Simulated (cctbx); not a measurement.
# What resolution and counting buy: ErGaB4

Space group Pbam (no. 55), a = 6.0820 Å, b = 11.7150 Å, c = 3.5290 Å, α = 90.00°, β = 90.00°, γ = 90.00°.

```csv
atom,mult.,x,y,z,Ueq (Å²)
Er1,4,0.8773,0.6532,1/2,0.0094
Ga1,4,0.8788,0.9139,1/2,0.0190
B1,4,0.6160,0.5430,0,0.0193
B2,4,0.6348,0.9688,0,0.0364
B3,4,0.7201,0.8162,0,0.0374
B4,4,0.5328,0.6928,0,0.0223
```

The model is made up (kin elements in a known structure type, no relaxation), so it says nothing on whether the phase exists.

Five simulated data sets (cctbx; Mo Kα, λ = 0.71073 Å; 3 % proportional error) differ in resolution or exposure (noise floor 4 counts in the first three, 8 in the last two). Each is refined with the right model, isotropic at 1.1 Å and anisotropic otherwise. How do the figures of merit and the uncertainties move?

```csv
d min (Å),top counts,"⟨I/σ⟩ (unmerged, absences included)",unique,param. (scale apart),Rint,R1,GooF,largest s.u. xyz (fractional),s.u. U of B1 (Å²),largest error (Å)
1.1,20000,16.6,119,18,0.023,0.0153,1.49,0.00392,0.0047,0.0424
0.84,20000,15.9,255,36,0.025,0.0107,0.99,0.00200,0.0041,0.0156
0.6,20000,13.7,669,36,0.028,0.0123,0.89,0.00133,0.0016,0.0114
0.75,300,1.6,355,36,0.280,0.0760,0.94,0.07080,0.0321,0.3417
0.75,3000,7.1,355,36,0.056,0.0238,0.94,0.00664,0.0083,0.0705
```

GooF reaches 1.49 where the model lacks something that the data hold (anisotropy at the isotropic level, for one). The s.u. of U for B1 goes 0.0047, 0.0041, 0.0016 Å² with resolution and 0.0321, 0.0083 Å² with exposure.

The 1.1 Å row also differs in its displacement model, so it isn't a clean test of resolution.

Hardware for the 0.6 Å refinement: 3.8 s on 1 thread of AMD EPYC 7R43 64-Core Processor (Zen 3), on a shared host, peak memory 0.09 GiB.

[Logs are printed without paths, hosts, clocks, repeated set-up lines and the standing remarks that a program may print on its own settings, such as how far it seeks lower states.]
